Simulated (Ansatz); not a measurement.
# Localised basis functions on Be(0001)/Al(111) interface (148 atoms)

Aim: test how closely localised support functions follow the reference on Be(0001)/Al(111) interface (148 atoms), and at what cost. A setting counts as converged where the r.m.s. difference of forces stays under 1 % of the r.m.s. force.

Calculated with Ansatz 0.2.0; Kohn-Sham DFT, PBE, PAW (set soft_2), plane waves.

## (1) Starting point

The cell holds 148 atoms: 100 Be and 48 Al. Its edges and angles: a = 11.443 Å, b = 11.443 Å, c = 24.142 Å, α = 90.0°, β = 90.0°, γ = 120.0°. It derives from Be and Al. Hcp Be(0001), 2 repeat layers, 25 surface cells, strained +0.11 and +0.11 %; fcc Al(111), 3 layers, 16 cells, -0.11 and -0.11 %; outer planes 2.09 Å apart, 12 Å of vacuum above; not relaxed, displaced by a Gaussian of 0.02 Å. Regions: Be, 100 atoms (100 Be); Al, 48 atoms (48 Al). Vacuum lies along c.

Limits known from the start: The host structure and its lattice constant were typed by rule, without a check against the phase diagram. Beside vacuum, support functions can miss their usual error bounds without a warning.

## (2) Plane-wave single point

This run is the reference for what follows, at a cutoff of 420 eV.

input.yaml

```yaml
crystal:
  lattice:
    - [11.4426, 0.0, 0.0]
    - [-5.7213, 9.90958, 0.0]
    - [0.0, 0.0, 24.14191]
  atoms:
    - { symbol: Be, position: [0.00086, 0.79819, 0.24889] }
    - { symbol: Be, position: [0.13218, 0.86261, 0.32264] }
    - { symbol: Be, position: [0.00129, 0.79986, 0.39466] }
    - { symbol: Be, position: [0.13586, 0.86896, 0.47026] }
    - { symbol: Be, position: [0.00014, 0.60067, 0.24869] }
    - { symbol: Be, position: [0.13109, 0.66575, 0.3235] }
    - { symbol: Be, position: [0.99864, 0.59573, 0.3951] }
    - { symbol: Be, position: [0.13124, 0.66702, 0.47213] }
    - { symbol: Be, position: [0.19804, 0.79782, 0.24865] }
    - { symbol: Be, position: [0.33276, 0.86656, 0.32216] }
    - { symbol: Be, position: [0.19875, 0.79853, 0.39594] }
    - { symbol: Be, position: [0.33767, 0.86886, 0.47166] }
    - { symbol: Be, position: [0.005, 0.40178, 0.24913] }
    - { symbol: Be, position: [0.13151, 0.46484, 0.32182] }
    - { symbol: Be, position: [0.99984, 0.39939, 0.39648] }
    - { symbol: Be, position: [0.13212, 0.46807, 0.47018] }
    - { symbol: Be, position: [0.19777, 0.60076, 0.24996] }
    - { symbol: Be, position: [0.33353, 0.66556, 0.32323] }
    - { symbol: Be, position: [0.20099, 0.59929, 0.39682] }
    - { symbol: Be, position: [0.33133, 0.6671, 0.47047] }
    - { symbol: Be, position: [0.3958, 0.79633, 0.24952] }
    - { symbol: Be, position: [0.52914, 0.86393, 0.3233] }
    - { symbol: Be, position: [0.4013, 0.80123, 0.39713] }
    - { symbol: Be, position: [0.53396, 0.8647, 0.47166] }
    - { symbol: Be, position: [0.00432, 0.1997, 0.24841] }
    - { symbol: Be, position: [0.13147, 0.26497, 0.32285] }
    - { symbol: Be, position: [0.00143, 0.19922, 0.39754] }
    - { symbol: Be, position: [0.13648, 0.26797, 0.46942] }
    - { symbol: Be, position: [0.20089, 0.40126, 0.2482] }
    - { symbol: Be, position: [0.33564, 0.46801, 0.32172] }
    - { symbol: Be, position: [0.19963, 0.40034, 0.39584] }
    - { symbol: Be, position: [0.33595, 0.47029, 0.46974] }
    [... 110 atom lines left out ...]
    - { symbol: Al, position: [0.02421, 0.34134, 0.5575] }
    - { symbol: Al, position: [0.35396, 0.50805, 0.65592] }
    - { symbol: Al, position: [0.19175, 0.4257, 0.75084] }
    - { symbol: Al, position: [0.02554, 0.09192, 0.55681] }
    - { symbol: Al, position: [0.35756, 0.25831, 0.65434] }
    - { symbol: Al, position: [0.19187, 0.17553, 0.75114] }
kpoints:
  mp_grid: { grid: [2, 2, 1] }
hamiltonian:
  xc: pbe
scf:
  occupations: { method: cold, width: 0.15 }
output:
  forces: true
  populations: true
  dos:
    method: { smearing: { sigma: 0.08 } }
    de: 0.1
    projected:
      site_lists:
        Al: [100, 101, 102, 103, 104, 105, 106, 107, 108, 109, 110, 111, 112, 113, 114, 115, 116, 117, 118, 119, 120, 121, 122, 123, 124, 125, 126, 127, 128, 129, 130, 131, 132, 133, 134, 135, 136, 137, 138, 139, 140, 141, 142, 143, 144, 145, 146, 147]
        Be: [Be]
  eigenvalues: true
  write_density: true
  write_potential: true
  volumetric_format: npy
  elf: true
```

Command:

```bash
$ ansatz run input.yaml --threads 4 --pin off --max-ram 8192MiB --backend cpu --events-out ev --progress --plain --runs-dir out
```

Numbers of over 12 decimals in the logs are rounded to 6 here.

What it wrote:

```text
Engine: ansatz 0.2.0, aarch64-unknown-linux-gnu
Pseudopotentials: kind: paw
Pseudopotential: Be, paw, valence charge 2, recommended cutoff 420 eV (normal), Be.paw.azcp
Pseudopotential: Al, paw, valence charge 3, recommended cutoff 420 eV (normal), Al.paw.azcp
[... 5 lines on functional and potentials left out ...]
Crystal: 148 atoms, lattice volume = 2737.484 Å³
Basis set: ecut = 420 eV, 53475 PW (Γ), exchange–correlation on 160×160×324 points (8 copies of the dense FFT grid, shifted against one another)
Bands: 320, of which v1, the nominal top of the filled ones, is band 172 counted from 1 (171 counted from 0)
Symmetry: 1 space group operations
Space group: P1 (ITA 1), of the structure as read, at distance tolerance 1.4e-4 Å
k-points: 4
[... 5 lines on functional and potentials left out ...]
Initial density: superposition of atomic densities (neutral atoms: chi_scale 0, normalization atom), corrected by the library's trained network
Initial wavefunctions: pseudopotential atomic-orbital guess
Functional: x = pbe(κ = 0.804, μ = 0.219515), c = pbe(β = 0.066725)
SCF iter   1: F=—  HF=-35048.103688 eV  |F-HF|=—  |Δ(HF+E_count)|=         —  Δρ=4.97e-3  dr2=4.78e1  ethr=1.77e-3  ⟨swp⟩=13.5  Hψ=11607  notcnv=0  defer=153
preconditioner: auto → LDOS  [metal: Δε(μ)=0.008 eV  Ē_g=7.532 eV  σ=0.150 eV  W_gap=0.03  n_scr=350 (ndim 8)  ℏωp=13.2 eV  f_vac=0.320  D(μ)=59.85/eV (n_scr^D=386)  β→1.0]
SCF iter   2: F=—  HF=-35047.122174 eV  |F-HF|=—  |Δ(HF+E_count)|=   9.82e-1  S|Δr|=    0.00e0  Δρ=2.13e-3  dr2=3.75e0  ethr=1.77e-3  ⟨swp⟩=1.0  Hψ=1472  notcnv=0  defer=177
SCF iter   3: F=—  HF=-35047.032302 eV  |F-HF|=—  |Δ(HF+E_count)|=   8.99e-2  S|Δr|=    0.00e0  Δρ=1.45e-3  dr2=6.01e-1  ethr=1.09e-3  ⟨swp⟩=2.5  Hψ=1135  notcnv=0  defer=177
SCF iter   4: F=—  HF=-35046.979261 eV  |F-HF|=—  |Δ(HF+E_count)|=   5.30e-2  S|Δr|=    0.00e0  Δρ=2.74e-4  dr2=2.84e-2  ethr=1.75e-4  ⟨swp⟩=2.0  Hψ=1244  notcnv=0  defer=177
SCF iter   5: F=—  HF=-35046.977372 eV  |F-HF|=—  |Δ(HF+E_count)|=   1.89e-3  S|Δr|=    0.00e0  Δρ=8.55e-5  dr2=1.17e-3  ethr=8.25e-6  ⟨swp⟩=2.2  Hψ=1651  notcnv=0  defer=173
SCF iter   6: F=—  HF=-35046.977282 eV  |F-HF|=—  |Δ(HF+E_count)|=   8.99e-5  S|Δr|=    0.00e0  Δρ=3.05e-5  dr2=1.11e-4  ethr=3.40e-7  ⟨swp⟩=2.5  Hψ=1501  notcnv=0  defer=169
SCF iter   7: F=—  HF=-35046.977293 eV  |F-HF|=—  |Δ(HF+E_count)|=   1.07e-5  S|Δr|=    0.00e0  Δρ=9.09e-6  dr2=9.08e-6  ethr=3.22e-8  ⟨swp⟩=2.2  Hψ=1421  notcnv=0  defer=169
SCF iter   8: F=—  HF=-35046.978113 eV  |F-HF|=—  |Δ(HF+E_count)|=   8.20e-4  S|Δr|=    0.00e0  Δρ=3.67e-6  dr2=1.38e-6  ethr=2.64e-9  ⟨swp⟩=2.8  Hψ=2059  notcnv=0  defer=166
SCF iter   9: F=—  HF=-35046.978113 eV  |F-HF|=—  |Δ(HF+E_count)|=   1.17e-7  S|Δr|=    0.00e0  Δρ=1.09e-6  dr2=1.22e-7  ethr=4.01e-10  ⟨swp⟩=2.0  Hψ=1322  notcnv=0  defer=166
SCF iter  10: F=-35046.978113 eV  HF=-35046.978113 eV  |F-HF|=9.78e-9  |Δ(HF+E_count)|=   2.42e-8  S|Δr|=    0.00e0  Δρ=2.89e-7  dr2=6.24e-9  ethr=2.91e-11  ⟨swp⟩=30.8  Hψ=13497  notcnv=0
SCF 1 converged in 10 iterations: F = -35046.978113 eV  dr2 = 6.24e-9
  greatest PAW one-centre occupation: 0.475 electrons in one spin orbital (limit 2), on the Al atom at site 106 (counted from 0), in its partial waves of l = 0
WARN: The output density's exchange-correlation potential varies sharply where the density is thin. Do not read a vacuum level from v_tot or v_xc, or from such a field of the output density. On a cell that repeats whose density bears no net charge and no dipole along the vacuum's axis use v_es (v_loc + v_h of the components); [...]
SCF converged after 10 iterations
Stability not checked: this state was not tested for a lower state beside it, because cold or Methfessel-Paxton smearing, or corrected tetrahedra, fill the levels in a way that the test cannot read (fill_not_monotonic; see scf.lower_state_search)
Free energy (F): -35046.978113 eV
Harris-Foulkes:  -35046.978113 eV  (|F-HF|=9.78e-9)
Internal energy: -35047.135128 eV  (E = F + TS)
E sigma→0 (E₀):  -35047.030451 eV
Entropy (-TS):   0.157015 eV (1.061 meV/atom)
Fermi energy:    2.586080 eV
Step filling:    the computed levels leave a gap of 0.0712 eV = 0.5 smearing widths at the electron count; against every level under it full and every level over it empty, smearing changes F+E_penalty+E_count by +136.452 meV and its σ→0 estimate by +84.114 meV
--- Per-component energies (eV) ---
  E_band       = -570.139332
  E_kinetic    = 3072.484556
  E_local      = -66556.227529  (includes V_loc(G=0)·N_el)
  E_nonlocal   = 952.756475
  E_hartree    = 32836.119363
  E_xc         = -3827.674628
  E_vxc        = -3393.945835  (∫ρ·V_xc dr)
  E_paw        = -28387.717298  (= ΣΔE_a)
  E_vpaw       = -317.439122  (= ΣTr[D̂ρ^β])
  E_aug_tail   = -0.000171  (compensation charges beyond the density's cutoff)
  E_ewald      = 26863.124104
  E_smearing   = 0.157015  (= −TS)
  E_closure    = 0.000000  (closes the sum)
  Σ components = -35046.978113   (vs F -35046.978113, Δ=0.00e0)
--- Forces (eV/Å), atoms counted from 1 ---
  atom   1  Be    -0.23043283     0.06347478    -0.27199370
  atom   2  Be    -0.08476901     0.30387971     0.03479327
  atom   3  Be    -0.10057638    -0.05389175     0.17760096
  atom   4  Be     0.26711319     0.01656197     0.03361046
  atom   5  Be     0.05301098    -0.06332237    -0.27242337
  atom   6  Be     0.14933574    -0.04613928    -0.02549249
  atom   7  Be    -0.06575489     0.14480394     0.22418656
  atom   8  Be     0.57077977     0.25559966    -0.52173645
  atom   9  Be     0.03511211     0.11035698    -0.28331555
  atom  10  Be    -0.02835897    -0.08292931     0.20980245
  atom  11  Be     0.07993915     0.06257323     0.22675241
  atom  12  Be     0.32634139     0.17648541    -1.22551356
  atom  13  Be    -0.26059054    -0.12149503    -0.39540626
  atom  14  Be     0.10392661     0.15802425     0.35854815
[...]
atom 147  Al    -0.01185875    -0.00043837    -0.08227225
  atom 148  Al    -0.04388590     0.01391997     0.11147145
  max |Σ_I F_I| component: 5.43e-5 eV/Å
--- Band table (eV) ---
  k-point 0: bands = ["-8.2511", "-7.7452", "-7.0462", "-6.9793", [... 304 levels ...], "7.9370", "7.9623", "7.9942", "8.0131", "8.0309", "8.3588", "8.3987", "8.4112", "8.4382", "8.4836", "8.5075", "8.6304"]
[...]
--- Löwdin populations: 148 sites ---
  site symbol       q [e]
     0     Be      1.2432
     1     Be      1.3229
     2     Be      1.2841
[...]
147     Al      2.9243
  spilling = 0.203333 (of n_electrons = 344.000000)
```

Wall time 3.8 min (4 threads of Arm Neoverse V2, shared host); peak memory 6.5 GiB.

The program notes that it cut back its work space to fit the memory limit and the exchange-correlation potential is rough where the density is thin.

Read from the output:

```
free energy                             : -35046.9781 eV
free energy per atom                    : -236.8039 eV/atom
SCF cycles                              : 10
r.m.s. force component                  : 0.3791 eV/Å
longest force                           : 2.583 eV/Å
Fermi energy                            : 2.586 eV
levels partly filled by over 2 per cent : 23
spilling of the projection              : 0.2033
```

The r.m.s. force component of 0.38 eV/Å sets the scale for the differences below.

## (3) Support functions medium

With localised support functions most steps grow linearly with size, though the diagonalisation grows faster unless the density matrix is cut; this run measures error and cost at this size.

This step: Kohn-Sham DFT, PBE, PAW (set soft_2), localised support functions (medium) (Ansatz 0.2.0).

input.yaml, the sections that differ from step 2:

```yaml
scf:
  occupations: { method: cold, width: 0.15 }
  eigensolver: { kind: { support_functions: { accuracy: medium } } }
  mixing: { beta: 0.2 }
  max_iter: 150
output:
  forces: true
# crystal, kpoints, hamiltonian: as in step 2
```

What it wrote:

```text
Warning: scf.eigensolver.kind.support_functions: disabling space-group detection — the functions' gradient is summed over unrotated k-points, so no spatial operation reduces the k-mesh or symmetrises the density; time reversal is kept, so that k and −k are solved as one point where they differ and the mesh holds both, and exact exchange and, on two spinor components, a DFT+U term hold to it where the run has them: [...]
settings of this run that can trade accuracy for cost: scf.eigensolver.kind.support_functions [...]
[...]
Crystal: 148 atoms, lattice volume = 2737.484 Å³
Basis set: ecut = 420 eV, 53475 PW (Γ), exchange–correlation on 160×160×324 points (8 copies of the dense FFT grid, shifted against one another)
Bands: 207, of which v1, the nominal top of the filled ones, is band 172 counted from 1 (171 counted from 0)
Symmetry: 1 space group operations
k-points: 4
[...]
SCF iter   1: F=—  HF=-35018.121027 eV  |F-HF|=—  |Δ(HF+E_count)|=         —  Δρ=2.90e-2  dr2=1.12e3  ethr=1.00e-1
[...]
SCF iter  14: F=—  HF=-35046.992208 eV  |F-HF|=—  |Δ(HF+E_count)|=   2.01e-3  S|Δr|=    0.00e0  Δρ=1.11e-5  dr2=9.27e-6  ethr=4.70e-9  κ⁻¹=4.4e-6(r=7)
SCF iter  15: F=-35046.992211 eV  HF=-35046.992211 eV  |F-HF|=1.96e-7  |Δ(HF+E_count)|=   2.90e-6  S|Δr|=    0.00e0  Δρ=4.11e-6  dr2=8.26e-7  ethr=2.69e-9
SCF 1 converged in 15 iterations: F = -35047.032397 eV  dr2 = 8.26e-7
[...]
SCF converged after 15 iterations
[...]
Free energy (F): -35047.032397 eV
[...]
Internal energy: -35047.190241 eV  (E = F + TS)
E sigma→0 (E₀):  -35047.085012 eV
Entropy (-TS):   0.157844 eV (1.067 meV/atom)
Fermi energy:    2.586320 eV
[...]
Σ components = -35047.032397   (vs F -35047.032397, Δ=0.00e0)
--- Forces (eV/Å), atoms counted from 1 ---
  atom   1  Be    -0.23048492     0.06344768    -0.27188992
  atom   2  Be    -0.08479205     0.30392051     0.03470607
  atom   3  Be    -0.10055948    -0.05376617     0.17731258
  atom   4  Be     0.26700030     0.01646089     0.03280083
[...]
atom 148  Al    -0.04396730     0.01378222     0.11095652
  max |Σ_I F_I| component: 1.52e-2 eV/Å
--- Band table (eV) ---
[...]
guard bands above this table: 26 of the run's 207 bands (output.publish_guard_bands: true publishes all)
[...]
```

It took 2.7 min on 4 threads; peak memory 4 GiB; 11 min of CPU time.

The program notes that the band table was not solved further than the SCF left it and it switched symmetry off.

Keys that differ from the reference: support_functions.accuracy = "medium", scf.max_iter = 150 and scf.mixing.beta = 0.2.

Forces differ from the reference by 0.32 meV/Å r.m.s., 0.085 % of their size, well within a tolerance of 1 %; the energy by -0.37 meV/atom.

## (4) Support functions low

The cell is solved in localised support functions.

This step: Kohn-Sham DFT, PBE, PAW (set soft_2), localised support functions (low) (Ansatz 0.2.0).

input.yaml, the sections that differ from step 3:

```yaml
scf:
  occupations: { method: cold, width: 0.15 }
  eigensolver: { kind: { support_functions: { accuracy: low } } }
  mixing: { beta: 0.2 }
  max_iter: 150
# crystal, kpoints, hamiltonian, output: as in step 3
```

What it wrote:

```text
[...]
Crystal: 148 atoms, lattice volume = 2737.484 Å³
Basis set: ecut = 420 eV, 53475 PW (Γ), exchange–correlation on 160×160×324 points (8 copies of the dense FFT grid, shifted against one another)
Bands: 207, of which v1, the nominal top of the filled ones, is band 172 counted from 1 (171 counted from 0)
Symmetry: 1 space group operations
k-points: 4
[...]
SCF iter   1: F=—  HF=-35018.106776 eV  |F-HF|=—  |Δ(HF+E_count)|=         —  Δρ=2.90e-2  dr2=1.12e3  ethr=1.00e-1
[...]
SCF iter  12: F=—  HF=-35046.986700 eV  |F-HF|=—  |Δ(HF+E_count)|=   2.89e-3  S|Δr|=    0.00e0  Δρ=4.04e-5  dr2=1.18e-4  ethr=1.74e-7  κ⁻¹=4.6e-8(r=7)
SCF iter  13: F=-35046.989107 eV  HF=-35046.989102 eV  |F-HF|=5.06e-6  |Δ(HF+E_count)|=   2.40e-3  S|Δr|=    0.00e0  Δρ=2.16e-5  dr2=1.64e-5  ethr=3.43e-8
SCF 1 converged in 13 iterations: F = -35047.032368 eV  dr2 = 1.64e-5
[...]
SCF converged after 13 iterations
[...]
Free energy (F): -35047.032368 eV
[...]
Internal energy: -35047.190207 eV  (E = F + TS)
E sigma→0 (E₀):  -35047.084981 eV
Entropy (-TS):   0.157839 eV (1.066 meV/atom)
Fermi energy:    2.586276 eV
[...]
Σ components = -35047.032368   (vs F -35047.032368, Δ=0.00e0)
--- Forces (eV/Å), atoms counted from 1 ---
  atom   1  Be    -0.23054832     0.06314859    -0.27161495
  atom   2  Be    -0.08475339     0.30396204     0.03448456
  atom   3  Be    -0.10072005    -0.05393620     0.17738229
  atom   4  Be     0.26688031     0.01649565     0.03290080
[...]
atom 148  Al    -0.04391896     0.01371977     0.11086493
  max |Σ_I F_I| component: 1.90e-2 eV/Å
--- Band table (eV) ---
[...]
```

Elapsed: 2.4 min, on 4 threads; peak memory 3.9 GiB.

Keys that differ from the reference: support_functions.accuracy = "low", scf.max_iter = 150 and scf.mixing.beta = 0.2.

Forces differ from the reference by 0.38 meV/Å r.m.s., 0.10 % of their size, well within a tolerance of 1 %; the energy by -0.37 meV/atom.

## (5) Support functions high

With localised support functions most steps grow linearly with size, though the diagonalisation grows faster unless the density matrix is cut; this run measures error and cost at this size.

This step: Kohn-Sham DFT, PBE, PAW (set soft_2), localised support functions (high) (Ansatz 0.2.0).

input.yaml, the sections that differ from step 4:

```yaml
scf:
  occupations: { method: cold, width: 0.15 }
  eigensolver: { kind: { support_functions: { accuracy: high } } }
  mixing: { beta: 0.2 }
  max_iter: 150
# crystal, kpoints, hamiltonian, output: as in step 4
```

What it wrote:

```text
[...]
Crystal: 148 atoms, lattice volume = 2737.484 Å³
Basis set: ecut = 420 eV, 53475 PW (Γ), exchange–correlation on 160×160×324 points (8 copies of the dense FFT grid, shifted against one another)
Bands: 207, of which v1, the nominal top of the filled ones, is band 172 counted from 1 (171 counted from 0)
Symmetry: 1 space group operations
k-points: 4
[...]
SCF iter   1: F=—  HF=-35022.018002 eV  |F-HF|=—  |Δ(HF+E_count)|=         —  Δρ=2.94e-2  dr2=1.17e3  ethr=1.00e-1
[...]
SCF iter  18: F=—  HF=-35047.025958 eV  |F-HF|=—  |Δ(HF+E_count)|=   1.17e-4  S|Δr|=    0.00e0  Δρ=5.85e-7  dr2=1.96e-8  ethr=2.01e-11  κ⁻¹=5.2e-6(r=7)
SCF iter  19: F=-35047.026064 eV  HF=-35047.026064 eV  |F-HF|=1.17e-8  |Δ(HF+E_count)|=   1.06e-4  S|Δr|=    0.00e0  Δρ=4.08e-7  dr2=1.14e-8  ethr=5.71e-12
SCF 1 converged in 19 iterations: F = -35047.029414 eV  dr2 = 1.14e-8
[...]
SCF converged after 19 iterations
[...]
Free energy (F): -35047.029414 eV
[...]
Internal energy: -35047.186459 eV  (E = F + TS)
E sigma→0 (E₀):  -35047.081762 eV
Entropy (-TS):   0.157046 eV (1.061 meV/atom)
Fermi energy:    2.586089 eV
[...]
Σ components = -35047.029414   (vs F -35047.029414, Δ=0.00e0)
--- Forces (eV/Å), atoms counted from 1 ---
  atom   1  Be    -0.23047565     0.06348348    -0.27198616
  atom   2  Be    -0.08479516     0.30393510     0.03476726
  atom   3  Be    -0.10058872    -0.05391138     0.17768000
  atom   4  Be     0.26713528     0.01656779     0.03365109
[...]
atom 148  Al    -0.04387646     0.01392664     0.11080554
  max |Σ_I F_I| component: 2.00e-3 eV/Å
--- Band table (eV) ---
[...]
```

Wall time 6.6 min (4 threads); peak memory 5.4 GiB.

Keys that differ from the reference: support_functions.accuracy = "high", scf.max_iter = 150 and scf.mixing.beta = 0.2.

Forces differ from the reference by 0.15 meV/Å r.m.s., 0.041 % of their size, well within a tolerance of 1 %; the energy by -0.35 meV/atom. It took 6.6 min and 19 cycles; the reference's time can't be set against it, since the two runs asked for unlike analyses.

[end of part 1 of 3]

[Logs are printed without paths, hosts, clocks, repeated set-up lines and the standing remarks that a program may print on its own settings, such as how far it seeks lower states.]

[Hosts, paths, dates, database ids (printed as entryN), source tags and the programs' standing remarks are cut or masked in the printed files.]
